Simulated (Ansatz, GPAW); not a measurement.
## Screening of a field by MoSi2P4 monolayer

Wanted: the out-of-plane polarisability of MoSi2P4 monolayer.

Method: Ansatz plane waves; layer without images along its normal, relaxation of atoms and in-plane cell, in the first sound run; inputs show where later runs differ, in GPAW 26.7.0 and Ansatz 0.2.0.

### Step 1. The starting structure

The cell holds 7 atoms: 4 P, 2 Si and 1 Mo. Its edges and angles: a = 3.480 Å, b = 3.480 Å, c = 24.264 Å, α = 90.0°, β = 90.0°, γ = 120.0°. Vacuum lies along c.

### Step 2. Relaxing the atoms

Forces are removed first; all later runs use this geometry.

input.yaml

```yaml
crystal:
  lattice:
    - [3.48, 0.0, 0.0]
    - [-1.74, 3.0137684052, 0.0]
    - [0.0, 0.0, 24.2637228417]
  atoms:
    - { symbol: P, position: [0.0, 0.0, 0.3297103273] }
    - { symbol: Si, position: [0.3333333333, 0.6666666667, 0.3562700496] }
    - { symbol: P, position: [0.3333333333, 0.6666666667, 0.4432311484] }
    - { symbol: Mo, position: [0.0, 0.0, 0.5] }
    - { symbol: P, position: [0.3333333333, 0.6666666667, 0.5567688516] }
    - { symbol: Si, position: [0.3333333333, 0.6666666667, 0.6437299504] }
    - { symbol: P, position: [0.0, 0.0, 0.6702896727] }
  periodic: [true, true, false]
kpoints:
  mp_grid: { grid: [9, 9, 1] }
hamiltonian:
  xc: pbe
scf:
  occupations: { method: fermi_dirac, width: 0.05 }
relax:
  f_tol: 0.01
  max_steps: 90
  cell: {}
```

Started as:

```console
> ansatz run input.yaml --threads 4 --pin off --max-ram 8192MiB --backend cpu --events-out ev --progress --plain --runs-dir out
```

Numbers of over 12 decimals in the logs are rounded to 6 here.

Log:

```text
Warning: crystal.periodic: the lattice vector that does not repeat stood 0.000° off the slab's normal, 24.264 Å along it as the deck builds it. The run solves the slab on a vector along the normal, 40.327 Å long, with every atom where it was (on the deck's vector they left 16.00 Å outside them, and the widest stretch free of ions among them is 2.11 Å). A fractional position that the run reports is one of the run's ce [...]
crystal.periodic: the lattice vector that does not repeat stood 0.000° off the slab's normal, 24.264 Å along it as the deck builds it. The run solves the slab on a vector along the normal, 40.327 Å long, with every atom where it was (on the deck's vector they left 16.00 Å outside them, and the widest stretch free of ions among them is 2.11 Å). A fractional position that the run reports is one of the run's cell, which [...]
Engine: ansatz 0.2.0, x86_64-unknown-linux-gnu
Pseudopotentials: kind: paw
Pseudopotential: P, paw, valence charge 5, recommended cutoff 420 eV (normal), P.paw.azcp
Pseudopotential: Si, paw, valence charge 4, recommended cutoff 420 eV (normal), Si.paw.azcp
Pseudopotential: Mo, paw, valence charge 14, recommended cutoff 420 eV (normal), Mo.paw.azcp
Functional definition: PBE
  parameter kappa = 0.804
  parameter beta = 0.066725
  exchange = pbe_x(kappa = kappa, mu = beta*pi^2/3)
  correlation = pbe_c(beta = beta)
Crystal: 7 atoms, lattice volume = 422.951 Å³
Basis set: ecut = 420 eV, 8241 PW (Γ), exchange–correlation on 48×48×540 points (8 copies of the dense FFT grid, shifted against one another)
Bands: 28, of which v1, the nominal top of the filled ones, is band 21 counted from 1 (20 counted from 0)
Symmetry: 12 space group operations
Space group: P-6m2 (ITA 187), of the structure as read, at distance tolerance 7.5e-5 Å
k-points: 12 of 81 (time reversal used)
Non-local potential: P, projectors of the file, l = 0: 2, l = 1: 2, l = 2: 2
Non-local potential: Si, projectors of the file, l = 0: 2, l = 1: 2, l = 2: 2
Non-local potential: Mo, projectors of the file, l = 0: 3, l = 1: 2, l = 2: 2, l = 3: 1
PAW form: soft (Blöchl's): semilocal exchange-correlation on the pseudo side does not see the compensation charge
PAW one-centre angular grid: P, 110 points (default); XC on 64 Gauss nodes
PAW one-centre angular grid: Si, 110 points (default); XC on 64 Gauss nodes
PAW one-centre angular grid: Mo, 590 points (default); XC on 64 Gauss nodes
Initial density: superposition of atomic densities (neutral atoms: chi_scale 0, normalization atom), corrected by the library's trained network
Initial wavefunctions: pseudopotential atomic-orbital guess
Functional: x = pbe(κ = 0.804, μ = 0.219515), c = pbe(β = 0.066725)
SCF iter   1: F=—  HF=-9250.760846 eV  |F-HF|=—  |Δ(HF+E_count)|=         —  Δρ=4.53e-3  dr2=7.66e-1  ethr=1.77e-3  ⟨swp⟩=16.2  Hψ=3220  notcnv=0
preconditioner: auto → Resta (q_TF=auto, 1.857 Å⁻¹)  ε∞=2.6  [insulator: Δε(μ)=0.443 eV  Ē_g=8.235 eV  σ=0.050 eV  W_gap=0.98  n_scr=22 (ndim 8)  ℏωp=10.5 eV  f_vac=0.692  D(μ)=0.03/eV (n_scr^D=0)  ε∞_Penn≈2.6  vacuum switching on, ρ_ref=4.9e-3 e/Å³]
SCF iter   2: F=—  HF=-9250.778078 eV  |F-HF|=—  |Δ(HF+E_count)|=   1.72e-2  Δρ=7.34e-3  dr2=1.37e0  ethr=1.77e-3  ⟨swp⟩=4.2  Hψ=658  notcnv=0  defer=19
preconditioner: auto → LDOS  [metal: Δε(μ)=0.012 eV  Ē_g=8.287 eV  σ=0.050 eV  W_gap=0.06  n_scr=22 (ndim 8)  ℏωp=10.5 eV  f_vac=0.692  D(μ)=2.38/eV (n_scr^D=12)  β→1.0]
SCF iter   3: F=—  HF=-9250.674027 eV  |F-HF|=—  |Δ(HF+E_count)|=   1.04e-1  Δρ=2.00e-3  dr2=5.32e-2  ethr=1.77e-3  ⟨swp⟩=2.8  Hψ=498  notcnv=0  defer=17
SCF iter   4: F=—  HF=-9250.674889 eV  |F-HF|=—  |Δ(HF+E_count)|=   8.62e-4  Δρ=7.78e-4  dr2=4.82e-3  ethr=1.27e-4  ⟨swp⟩=3.8  Hψ=810  notcnv=0  defer=17
SCF iter   5: F=—  HF=-9250.673626 eV  |F-HF|=—  |Δ(HF+E_count)|=   1.26e-3  Δρ=2.75e-4  dr2=4.54e-4  ethr=1.15e-5  ⟨swp⟩=3.2  Hψ=675  notcnv=0  defer=17
SCF iter   6: F=—  HF=-9250.673691 eV  |F-HF|=—  |Δ(HF+E_count)|=   6.45e-5  Δρ=1.43e-4  dr2=1.77e-4  ethr=1.08e-6  ⟨swp⟩=3.3  Hψ=733  notcnv=0  defer=17
SCF iter   7: F=—  HF=-9250.673688 eV  |F-HF|=—  |Δ(HF+E_count)|=   2.56e-6  Δρ=3.66e-5  dr2=2.66e-5  ethr=4.22e-7  ⟨swp⟩=2.3  Hψ=477  notcnv=0  defer=17
SCF iter   8: F=—  HF=-9250.673740 eV  |F-HF|=—  |Δ(HF+E_count)|=   5.17e-5  Δρ=1.36e-5  dr2=8.00e-7  ethr=6.34e-8  ⟨swp⟩=3.2  Hψ=619  notcnv=0  defer=17
SCF iter   9: F=-9250.673741 eV  HF=-9250.673741 eV  |F-HF|=1.99e-8  |Δ(HF+E_count)|=   7.06e-7  Δρ=2.96e-6  dr2=5.30e-8  ethr=2.38e-10  ⟨swp⟩=5.7  Hψ=2087  notcnv=0
SCF 1 converged in 9 iterations: F = -9250.673741 eV  dr2 = 5.30e-8
  greatest PAW one-centre occupation: 0.998 electrons in one spin orbital (limit 2), on the Mo atom at site 3 (counted from 0), in its partial waves of l = 0
relax step   1: F+E_penalty+E_count = -9250.67374056 eV  Δ(F+E_penalty+E_count) = +0.000e0 eV  max|allowed force component| = 3.626e0 eV/Å  Δτ_max = 0.0000 Å  P = +13.373 N/m  Ω = 422.951 Å³  fix = [c, alpha, beta]  reactions: c +0.000 N/m  (9 SCF iters, dr2 threshold 1.00e-7 eV, accepted)
Crystal: 7 atoms, lattice volume = 426.838 Å³
Basis set: ecut = 420 eV, 8337 PW (Γ), exchange–correlation on 48×48×540 points (8 copies of the dense FFT grid, shifted against one another)
Initial density: handed on by an earlier stage of this run
Initial wavefunctions: those handed on with the density
iter 1 solved again at ethr=5.15e-4 eV; its pass at ethr=3.10e-3 eV (dr2=2.16e-1 eV) is discarded
SCF iter   1: F=—  HF=-9251.953621 eV  |F-HF|=—  |Δ(HF+E_count)|=         —  Δρ=4.94e-3  dr2=2.10e-1  ethr=5.15e-4  ⟨swp⟩=1.8  Hψ=3152  notcnv=0
preconditioner: auto → Resta (q_TF=auto, 1.854 Å⁻¹)  ε∞=2.7  [insulator: Δε(μ)=0.380 eV  Ē_g=8.127 eV  σ=0.050 eV  W_gap=0.96  n_scr=22 (ndim 8)  ℏωp=10.5 eV  f_vac=0.683  D(μ)=0.04/eV (n_scr^D=0)  ε∞_Penn≈2.7  vacuum switching on, ρ_ref=4.8e-3 e/Å³]
SCF iter   2: F=—  HF=-9251.921165 eV  |F-HF|=—  |Δ(HF+E_count)|=   3.25e-2  Δρ=2.30e-3  dr2=3.54e-2  ethr=5.01e-4  ⟨swp⟩=4.6  Hψ=709  notcnv=0
SCF iter   3: F=—  HF=-9251.917128 eV  |F-HF|=—  |Δ(HF+E_count)|=   4.04e-3  Δρ=1.28e-3  dr2=9.61e-3  ethr=8.43e-5  ⟨swp⟩=3.8  Hψ=743  notcnv=0  defer=2
SCF iter   4: F=—  HF=-9251.917559 eV  |F-HF|=—  |Δ(HF+E_count)|=   4.31e-4  Δρ=9.33e-4  dr2=9.57e-3  ethr=2.29e-5  ⟨swp⟩=3.3  Hψ=691  notcnv=0  defer=4
SCF iter   5: F=—  HF=-9251.916354 eV  |F-HF|=—  |Δ(HF+E_count)|=   1.21e-3  Δρ=2.18e-4  dr2=2.05e-4  ethr=2.28e-5  ⟨swp⟩=2.2  Hψ=447  notcnv=0  defer=4
SCF iter   6: F=—  HF=-9251.916502 eV  |F-HF|=—  |Δ(HF+E_count)|=   1.48e-4  Δρ=7.39e-5  dr2=5.68e-5  ethr=4.87e-7  ⟨swp⟩=3.7  Hψ=795  notcnv=0  defer=4
[...]
preconditioner: auto → Resta (q_TF=auto, 1.855 Å⁻¹)  ε∞=2.7  [insulator: Δε(μ)=0.582 eV  Ē_g=8.005 eV  σ=0.050 eV  W_gap=0.99  n_scr=22 (ndim 8)  ℏωp=10.5 eV  f_vac=0.674  D(μ)=0.01/eV (n_scr^D=0)  ε∞_Penn≈2.7  vacuum switching on, ρ_ref=4.6e-3 e/Å³]
SCF iter   2: F=—  HF=-9252.434236 eV  |F-HF|=—  |Δ(HF+E_count)|=   1.77e-2  Δρ=2.74e-3  dr2=8.71e-2  ethr=4.19e-4  ⟨swp⟩=4.3  Hψ=629  notcnv=0
SCF iter   3: F=—  HF=-9252.429088 eV  |F-HF|=—  |Δ(HF+E_count)|=   5.15e-3  Δρ=1.97e-3  dr2=3.94e-2  ethr=2.07e-4  ⟨swp⟩=4.1  Hψ=683  notcnv=0  defer=17
SCF iter   4: F=—  HF=-9252.425902 eV  |F-HF|=—  |Δ(HF+E_count)|=   3.19e-3  Δρ=8.41e-4  dr2=4.21e-3  ethr=9.37e-5  ⟨swp⟩=3.4  Hψ=566  notcnv=0  defer=17
SCF iter   5: F=—  HF=-9252.425444 eV  |F-HF|=—  |Δ(HF+E_count)|=   4.57e-4  Δρ=2.70e-4  dr2=2.88e-4  ethr=1.00e-5  ⟨swp⟩=3.1  Hψ=591  notcnv=0  defer=17
SCF iter   6: F=—  HF=-9252.425493 eV  |F-HF|=—  |Δ(HF+E_count)|=   4.81e-5  Δρ=7.08e-5  dr2=3.52e-5  ethr=6.85e-7  ⟨swp⟩=3.2  Hψ=693  notcnv=0  defer=17
SCF iter   7: F=—  HF=-9252.425490 eV  |F-HF|=—  |Δ(HF+E_count)|=   3.05e-6  Δρ=1.79e-5  dr2=2.14e-6  ethr=8.38e-8  ⟨swp⟩=3.2  Hψ=661  notcnv=0  defer=17
SCF iter   8: F=-9252.425490 eV  HF=-9252.425490 eV  |F-HF|=4.25e-8  |Δ(HF+E_count)|=   4.98e-7  Δρ=5.93e-6  dr2=2.59e-7  ethr=1.67e-9  ⟨swp⟩=7.5  Hψ=1732  notcnv=0
SCF 3 converged in 8 iterations: F = -9252.425490 eV  dr2 = 2.59e-7
relax step   3: F+E_penalty+E_count = -9252.42549001 eV  Δ(F+E_penalty+E_count) = -5.090e-1 eV  max|allowed force component| = 6.750e-1 eV/Å  Δτ_max = 0.1946 Å  P = +0.354 N/m  Ω = 425.187 Å³  energy of the carried Pulay correction = -1.098e-4 eV  fix = [c, alpha, beta]  reactions: c +0.000 N/m  (8 SCF iters, dr2 threshold 7.00e-7 eV, accepted)
[...]
relax step   4: F+E_penalty+E_count = -9252.61561863 eV  Δ(F+E_penalty+E_count) = -1.901e-1 eV  max|allowed force component| = 2.578e-1 eV/Å  Δτ_max = 0.1948 Å  P = -0.054 N/m  Ω = 417.089 Å³  energy of the carried Pulay correction = +2.907e-4 eV  fix = [c, alpha, beta]  reactions: c -0.000 N/m  (8 SCF iters, dr2 threshold 7.00e-7 eV, accepted)
[...]
relax step   5: F+E_penalty+E_count = -9252.61883435 eV  Δ(F+E_penalty+E_count) = -3.216e-3 eV  max|allowed force component| = 9.196e-2 eV/Å  Δτ_max = 0.0085 Å  P = +0.054 N/m  Ω = 417.081 Å³  energy of the carried Pulay correction = +2.911e-4 eV  fix = [c, alpha, beta]  reactions: c +0.000 N/m  (6 SCF iters, dr2 threshold 7.00e-7 eV, accepted)
[...]
relax step   6: F+E_penalty+E_count = -9252.61930661 eV  Δ(F+E_penalty+E_count) = -4.723e-4 eV  max|allowed force component| = 3.426e-3 eV/Å  Δτ_max = 0.0031 Å  P = +0.008 N/m  Ω = 417.469 Å³  energy of the carried Pulay correction = +2.717e-4 eV  fix = [c, alpha, beta]  reactions: c +0.000 N/m  (5 SCF iters, dr2 threshold 5.29e-7 eV, accepted)
Initial wavefunctions: pseudopotential atomic-orbital guess (no wavefunctions were taken with the density)
iter 1 solved again at ethr=1.29e-7 eV; its pass at ethr=3.10e-3 eV (dr2=5.41e-5 eV) is discarded
SCF iter   1: F=—  HF=-9252.619041 eV  |F-HF|=—  |Δ(HF+E_count)|=         —  Δρ=1.17e-5  dr2=2.44e-7  ethr=1.29e-7  ⟨swp⟩=7.0  Hψ=4824  notcnv=0
preconditioner: auto → Resta (q_TF=auto, 1.861 Å⁻¹)  ε∞=2.8  [insulator: Δε(μ)=0.906 eV  Ē_g=7.883 eV  σ=0.050 eV  W_gap=1.00  n_scr=22 (ndim 8)  ℏωp=10.6 eV  f_vac=0.666  D(μ)=0.00/eV (n_scr^D=0)  ε∞_Penn≈2.8  vacuum switching on, ρ_ref=4.5e-3 e/Å³]
SCF iter   2: F=—  HF=-9252.619076 eV  |F-HF|=—  |Δ(HF+E_count)|=   3.53e-5  Δρ=5.97e-6  dr2=7.23e-8  ethr=5.81e-10  ⟨swp⟩=3.5  Hψ=818  notcnv=0
SCF iter   3: F=—  HF=-9252.619077 eV  |F-HF|=—  |Δ(HF+E_count)|=   7.44e-8  Δρ=3.47e-6  dr2=2.32e-7  ethr=1.72e-10  ⟨swp⟩=3.2  Hψ=676  notcnv=0  recentre
SCF iter   4: F=—  HF=-9252.619076 eV  |F-HF|=—  |Δ(HF+E_count)|=   2.19e-8  Δρ=7.31e-7  dr2=4.45e-9  ethr=1.72e-10  ⟨swp⟩=2.7  Hψ=542  notcnv=0
SCF iter   5: F=—  HF=-9252.619076 eV  |F-HF|=—  |Δ(HF+E_count)|=   1.24e-9  Δρ=2.47e-7  dr2=6.29e-10  ethr=1.06e-11  ⟨swp⟩=3.0  Hψ=699  notcnv=0
SCF iter   6: F=—  HF=-9252.619076 eV  |F-HF|=—  |Δ(HF+E_count)|=  1.49e-10  Δρ=1.54e-7  dr2=6.54e-11  ethr=1.50e-12  ⟨swp⟩=2.8  Hψ=577  notcnv=0
SCF iter   7: F=—  HF=-9252.619076 eV  |F-HF|=—  |Δ(HF+E_count)|=  8.37e-11  Δρ=7.94e-8  dr2=4.44e-11  ethr=1.00e-12  ⟨swp⟩=10.0  Hψ=2313  notcnv=0
SCF iter   8: F=-9252.619076 eV  HF=-9252.619076 eV  |F-HF|=1.82e-12  |Δ(HF+E_count)|=  6.73e-11  Δρ=2.08e-8  dr2=1.21e-12  ethr=1.00e-12  ⟨swp⟩=7.2  Hψ=1970  notcnv=0
SCF 7 converged in 8 iterations: F = -9252.619076 eV  dr2 = 1.21e-12
relax step   7: F+E_penalty+E_count = -9252.61907649 eV  Δ(F+E_penalty+E_count) = +2.301e-4 eV  max|allowed force component| = 3.512e-3 eV/Å  Δτ_max = 0.0000 Å  P = +0.001 N/m  Ω = 417.469 Å³  fix = [c, alpha, beta]  reactions: c +0.000 N/m  stress off target by 8.80e-4 N/m on what of the cell is left free  SCF on the basis re-selected at this cell (its energy is not comparable with the rows above)  (8 SCF iters)
basis re-selected at this cell: Δ(F+E_penalty+E_count) = +2.301e-4 eV, ΔP = -0.007 N/m vs the last step (what re-selecting the basis moved, of the pressure what is left beyond the Pulay correction that the steps carried, after the strain that the cell walked since its last selection, with what the two solves' SCF thresholds leave and, on support functions, any second-order correction that the steps lacked; it is no m [...]
SCF converged after 8 iterations
Free energy (F): -9252.619076 eV
Harris-Foulkes:  -9252.619076 eV  (|F-HF|=1.82e-12)
Internal energy: -9252.619070 eV  (E = F + TS)
E sigma→0 (E₀):  -9252.619073 eV
Entropy (-TS):   -0.000006 eV (-0.001 meV/atom)
Fermi energy:    -4.974132 eV
--- Per-component energies (eV) ---
  E_band       = -729.574629
  E_kinetic    = 806.051707
  E_local      = -105240.416905  (includes V_loc(G=0)·N_el)
  E_nonlocal   = 329.391115
  E_hartree    = 52060.728213
  E_xc         = -541.121297
  E_vxc        = -567.206260  (∫ρ·V_xc dr)
  E_paw        = -6504.145613  (= ΣΔE_a)
  E_vpaw       = -178.850880  (= ΣTr[D̂ρ^β])
  E_aug_tail   = 0.000074  (compensation charges beyond the density's cutoff)
  E_ewald      = 49836.893636
  E_smearing   = -0.000006  (= −TS)
  E_closure    = -0.000000  (closes the sum)
  Σ components = -9252.619076   (vs F -9252.619076, Δ=0.00e0)
--- Forces (eV/Å), atoms counted from 1 ---
  atom   1  P      0.00000000    -0.00000000    -0.00276421
  atom   2  Si    -0.00000000     0.00000000     0.00094361
  atom   3  P      0.00000000    -0.00000000     0.00351155
  atom   4  Mo     0.00000000    -0.00000000    -0.00000000
  atom   5  P      0.00000000    -0.00000000    -0.00351155
  atom   6  Si    -0.00000000     0.00000000    -0.00094361
  atom   7  P      0.00000000    -0.00000000     0.00276421
  max |Σ_I F_I| component: 3.79e-16 eV/Å
--- 2D stress c σ (N/m, compression-positive) ---
        0.000880      -0.000000       0.000000
        0.000000       0.000880       0.000000
        0.000000       0.000000       0.000000
  P = ½ c Tr σ = 0.0009 N/m
--- Relaxed structure (6 steps of the walk, 6 accepted, 1 SCFs on fresh bases) ---
  F+E_penalty+E_count = -9252.61907649 eV   max|allowed force component| = 3.512e-3 eV/Å   (the final SCF, on the basis selected at the relaxed cell)
  cell:  # Å, volume = 417.4692 Å³
    - [3.457376, 0, 0.0]
    - [-1.728688, 2.994175, 0.0]
    - [0.0, 0.0, 40.327446]
  atoms:
    - { symbol: P, position: [1.0573552618554996e-17, -4.984674804736219e-17, 0.183628] }
    - { symbol: Si, position: [0.333333, 0.666667, 0.209313] }
    - { symbol: P, position: [0.333333, 0.666667, 0.265358] }
    - { symbol: Mo, position: [1.0573552618554996e-17, -4.984674804736219e-17, 0.300834] }
    - { symbol: P, position: [0.333333, 0.666667, 0.336310] }
    - { symbol: Si, position: [0.333333, 0.666667, 0.392355] }
    - { symbol: P, position: [1.0573552618554996e-17, -4.984674804736219e-17, 0.418040] }
```

Elapsed: 16 s, on 4 threads of AMD EPYC 9R14 (Zen 4), shared host; peak memory 0.83 GiB.

Relaxation path:

```csv
step,energy less that of the first step (eV),largest force component (eV/Å),volume (Å³)
1,0.0000,3.6262,422.95
2,-1.2428,2.0862,426.84
3,-1.7517,0.6750,425.19
4,-1.9419,0.2578,417.09
5,-1.9451,0.0920,417.08
6,-1.9456,0.0034,417.47
7*,-1.9453,0.0035,417.47
```

Relaxation steps marked * repeat the geometry before them on a plane-wave basis chosen anew for their cell, so energy and pressure can jump there.

The run keeps the 12 symmetry operations that it works with, so distortions that break them were not tested.

```csv
cell as run,before,after,change
a (Å),3.480,3.457,-0.7 %
b (Å),3.480,3.457,-0.7 %
```

The atoms that moved most (Å, along periodic axes as changes of fractional coordinates times the final cell, across vacuum about the mean position):

```csv
atom,dx,dy,dz,length
P7,0.000,0.000,0.595,0.595
P1,0.000,0.000,-0.595,0.595
Si2,0.000,0.000,-0.203,0.203
Si6,0.000,0.000,0.203,0.203
P3,0.000,0.000,-0.053,0.053
P5,0.000,0.000,0.053,0.053
```

Numbers from this step:

* free energy: -9252.6191 eV
* gap by band count: 0.9063 eV
* symmetry operations: 12

The relaxation lowered the energy of the cell by 1.95 eV.

(Continued in part 2 of 2.)

[Logs are printed without paths, hosts, clocks, repeated set-up lines and the standing remarks that a program may print on its own settings, such as how far it seeks lower states.]

[Hosts, paths, dates, database ids (printed as entryN), source tags and the programs' standing remarks are cut or masked in the printed files.]
